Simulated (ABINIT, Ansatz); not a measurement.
**InF3 (R-3c): G0W0 on several meshes in ABINIT**

How does the mesh move the gap of InF3 (R-3c)?

Method: LDA and many-body steps on it, plane waves, in ABINIT 10.8.3.

Most raw output is cut from this account.

## Step 1: The starting structure

Symmetry: R-3c, No. 167, trigonal system. Conventional cell: a = 5.204 Å, b = 5.204 Å, c = 14.723 Å, α = 90.00°, β = 90.00°, γ = 120.00°. In has 6 F at 2.08 Å nearest. Nearest to F lie 2 In at 2.08 Å. Farther neighbours and most contacts between anions are not listed.

The cell and positions are those that the Materials Project relaxed with its own functionals (PBE, PBE+U or r2SCAN), kept fixed.

## Step 2: Empty states on the mesh, 2×2×2 mesh, 243 bands

This step: ABINIT 10.8.3; DFT, LDA, plane waves, norm-conserving pseudopotentials.

The sums over transitions need many empty states on a uniform mesh; this step solves for them.

Contents of run.abi:

```
acell 3*1.0 Angstrom
rprim 
  2.602141182914 1.502346912402 4.907506134507
  -2.602141182914 1.502346912402 4.907506134507
  0.000000000000 -3.004693824873 4.907506134486
ntypat 2
znucl 49 9
natom 8
typat 1 1 2 2 2 2 2 2
xred 
  0.500000000000 0.500000000000 0.500000000000
  -0.000000000000 0.000000000000 0.000000000000
  0.395709220000 0.750000000000 0.104290780000
  0.750000000000 0.104290780000 0.395709220000
  0.895709220000 0.604290780000 0.250000000000
  0.250000000000 0.895709220000 0.604290780000
  0.604290780000 0.250000000000 0.895709220000
  0.104290780000 0.395709220000 0.750000000000
pp_dirpath "pseudos"
pseudos "In.upf, F.upf"
ecut 36
ngkpt 2 2 2
nshiftk 1
shiftk 0 0 0
kptopt 1
chksymbreak 0
iscf -2
irdden 1
istwfk *1
nband 243
nbdbuf 22
tolwfr 1e-09
nstep 60
prtvol 0
indata_prefix "in"
outdata_prefix "out"
tmpdata_prefix "tmp"
```

On the command line:

```console
$ OMP_NUM_THREADS=1 mpirun -n 4 abinit run.abi > log
```

It took 3 min on 4 MPI ranks of Arm Neoverse N1, shared host; peak memory 0.55 GiB.

Numbers from this step:

- gap: 3.997 eV
- k of the valence top: 0.5, 0.5, 0
- k of the conduction bottom: 0, 0, 0
- least direct gap: 4.029 eV
- k points computed: 4
- lowest point of the top converged band, above the valence top: 78.8983 eV

On this mesh the gap is 3.997 eV.

The density comes from a self-consistent run that is not shown.

## Step 3: Screening, 2×2×2 mesh, 110 bands, screening to 114.3 eV

The RPA dielectric matrix is built and inverted for each q.

This step: RPA screening on LDA, plane waves, norm-conserving pseudopotentials.

run.abi, as its differences from that of step 2:

```diff
@@ -26,10 +26,11 @@
 chksymbreak 0
-iscf -2
-irdden 1
 istwfk *1
-nband 243
-nbdbuf 22
-tolwfr 1e-09
-nstep 60
-prtvol 0
+occopt 1
+irdwfk 1
+optdriver 3
+nband 110
+ecuteps 4.2
+inclvkb 2
+awtr 1
+symchi 1
 indata_prefix "in"
```

It took 60 s on 4 MPI ranks; peak memory 1.5 GiB.

This step gave:

```yaml
eps_infinity_with_local_fields_on_this_mesh_along_the_program_s_q_direction: 2.448
the_same_without_local_fields: 2.571
plasma_frequency: 28.54 eV
plane_waves_in_the_screening_matrix: 327
```

Local fields lower ε∞ by 5 %. On a Γ-centred mesh this coarse the value itself is usually too large, while a short band sum pulls it down.

## Step 4: 2×2×2

The self-energy is evaluated for the states that the input lists, and the levels follow from it, in one-shot runs by the linearised quasiparticle equation.

This step: G0W0 on LDA, plane waves, norm-conserving pseudopotentials.

run.abi, as its differences from that of step 3:

```diff
@@ -29,8 +29,17 @@
 irdwfk 1
-optdriver 3
+optdriver 4
 nband 110
+gwcalctyp 0
+ecutsigx 36
+symsigma 1
+nkptgw 2
+kptgw 
+  0.5000000000 0.5000000000 0.0000000000
+  0.0000000000 0.0000000000 0.0000000000
+bdgw 
+  33 36
+  33 36
 ecuteps 4.2
-inclvkb 2
-awtr 1
-symchi 1
+irdscr 1
+ppmodel 1
 indata_prefix "in"
```

The job ended after 17 s (4 MPI ranks; peak memory 1.1 GiB).

Numbers from this step:

| Property | Result |
| --- | --- |
| G0W0 gap on the points computed | 6.847 eV |
| starting gap on the mesh | 3.997 eV |
| k of the valence top | 0.5, 0.5, 0 |
| k of the conduction bottom | 0, 0, 0 |
| Z at the valence top | 0.808 |
| Z at the conduction bottom | 0.869 |
| least direct G0W0 gap on the computed points | 7.222 eV |

The gap on the mesh goes from 4.00 eV to 6.85 eV, a correction of +2.85 eV.

## Step 5: Empty states on the mesh, 4×4×4 mesh, 120 bands

This step: DFT, LDA, plane waves, norm-conserving pseudopotentials.

run.abi, as its differences from that of step 4:

```diff
@@ -21,3 +21,3 @@
 ecut 36
-ngkpt 2 2 2
+ngkpt 4 4 4
 nshiftk 1
@@ -26,20 +26,10 @@
 chksymbreak 0
+iscf -2
+irdden 1
 istwfk *1
-occopt 1
-irdwfk 1
-optdriver 4
-nband 110
-gwcalctyp 0
-ecutsigx 36
-symsigma 1
-nkptgw 2
-kptgw 
-  0.5000000000 0.5000000000 0.0000000000
-  0.0000000000 0.0000000000 0.0000000000
-bdgw 
-  33 36
-  33 36
-ecuteps 4.2
-irdscr 1
-ppmodel 1
+nband 120
+nbdbuf 10
+tolwfr 1e-09
+nstep 60
+prtvol 0
 indata_prefix "in"
```

The job ended after 4 min (4 MPI ranks; peak memory 0.56 GiB).

This step gave:

* gap: 3.997 eV
* k of the valence top: 0.5, 0.5, 0
* k of the conduction bottom: 0, 0, 0
* least direct gap: 4.029 eV
* k points computed: 13
* lowest point of the top converged band, above the valence top: 42.77 eV

On this mesh the gap is 3.997 eV.

## Step 6: Screening, 4×4×4 mesh, 110 bands, screening to 114.3 eV

This step: RPA screening on LDA, plane waves, norm-conserving pseudopotentials.

run.abi, as its differences from that of step 5:

```diff
@@ -26,10 +26,11 @@
 chksymbreak 0
-iscf -2
-irdden 1
 istwfk *1
-nband 120
-nbdbuf 10
-tolwfr 1e-09
-nstep 60
-prtvol 0
+occopt 1
+irdwfk 1
+optdriver 3
+nband 110
+ecuteps 4.2
+inclvkb 2
+awtr 1
+symchi 1
 indata_prefix "in"
```

Wall time 12 min (4 MPI ranks); peak memory 3.6 GiB.

Numbers from this step:

```
ε∞ with local fields, on this mesh, along the program's q direction : 2.411
the same without local fields                                       : 2.532
plasma frequency                                                    : 28.54 eV
plane waves in the screening matrix                                 : 327
```

## Step 7: 4×4×4

This step: G0W0 on LDA, plane waves, norm-conserving pseudopotentials.

run.abi, as its differences from that of step 6:

```diff
@@ -29,8 +29,17 @@
 irdwfk 1
-optdriver 3
+optdriver 4
 nband 110
+gwcalctyp 0
+ecutsigx 36
+symsigma 1
+nkptgw 2
+kptgw 
+  0.5000000000 0.5000000000 0.0000000000
+  0.0000000000 0.0000000000 0.0000000000
+bdgw 
+  33 36
+  33 36
 ecuteps 4.2
-inclvkb 2
-awtr 1
-symchi 1
+irdscr 1
+ppmodel 1
 indata_prefix "in"
```

Run time: 51 s. Hardware: 4 MPI ranks; peak memory 2.7 GiB; 3.4 min of CPU time.

Numbers from this step:

```
G0W0 gap on the points computed              : 6.978 eV
starting gap on the mesh                     : 3.997 eV
k of the valence top                         : 0.5, 0.5, 0
k of the conduction bottom                   : 0, 0, 0
Z at the valence top                         : 0.803
Z at the conduction bottom                   : 0.865
least direct G0W0 gap on the computed points : 7.351 eV
```

Against G0W0 in ABINIT (2×2×2 mesh, 110 bands, screening to 114.3 eV, Godby-Needs plasmon pole), the gap moves by +0.131 eV.

## Step 8: Side by side

Times are wall times on 4 MPI ranks of Arm Neoverse N1, shared host, good to a factor of about two. A run's time includes the screening step that it read.

```tsv
run	mesh	bands	screening cutoff (eV)	DFT gap (eV)	gap on the mesh (eV)	direct (eV)	ε∞ used	time
2×2×2	2×2×2	110	114.3	3.997	6.847	7.222	2.45	77 s
4×4×4	4×4×4	110	114.3	3.997	6.978	7.351	2.41	13 min
```

## Step 9: Summary of results

```
2×2×2        : 6.847 eV
4×4×4        : 6.978 eV
known limits : not at the basis limit; exchange with frozen shells missing; no spin-orbit coupling; coarse k mesh
```

In words: 4×4×4: +0.131 eV against 2×2×2. Bands and cutoff are finite, so the gap is not at the basis limit. The miss can reach some tenths of an eV and take either sign; the mesh is an error of its own. In the G0W0 runs levels were corrected at 2 k points alone, so a gap called «on the mesh» is the least over those, and an edge elsewhere would be missed. The 2×2×2 mesh is coarse for this cell, which bears on the long-range parts of exchange and screening. The norm-conserving file of at least one element keeps a d shell over frozen s and p shells of the same row. Exchange with those shells is missing from the self-energy, an error of 0.3 to 0.9 eV in cases checked, whose sign depends on which edge lies on those atoms. The many-body steps are scalar-relativistic: spin-orbit coupling is not in them.

[Paths, hosts, dates, memory and timing lines, banners, echoed tables and standing remarks are left out of the program output.]

[Logs are printed without paths, hosts, clocks, repeated set-up lines and the standing remarks that a program may print on its own settings, such as how far it seeks lower states.]

[Runs of the session that timed out or met a known fault of the program may be left out.]

[Hosts, paths, dates, database ids (printed as entryN), source tags and the programs' standing remarks are cut or masked in the printed files.]

[G0W0 gaps are taken among the corrected bands and points alone; a level outside them can change the order at an edge.]

[Where Ansatz stands beside ABINIT at settings called matched, ABINIT's density can come from a denser mesh and the files from another edition; pairs whose starting gaps differed by over 0.03 eV were left out, so agreement reads better than it is.]
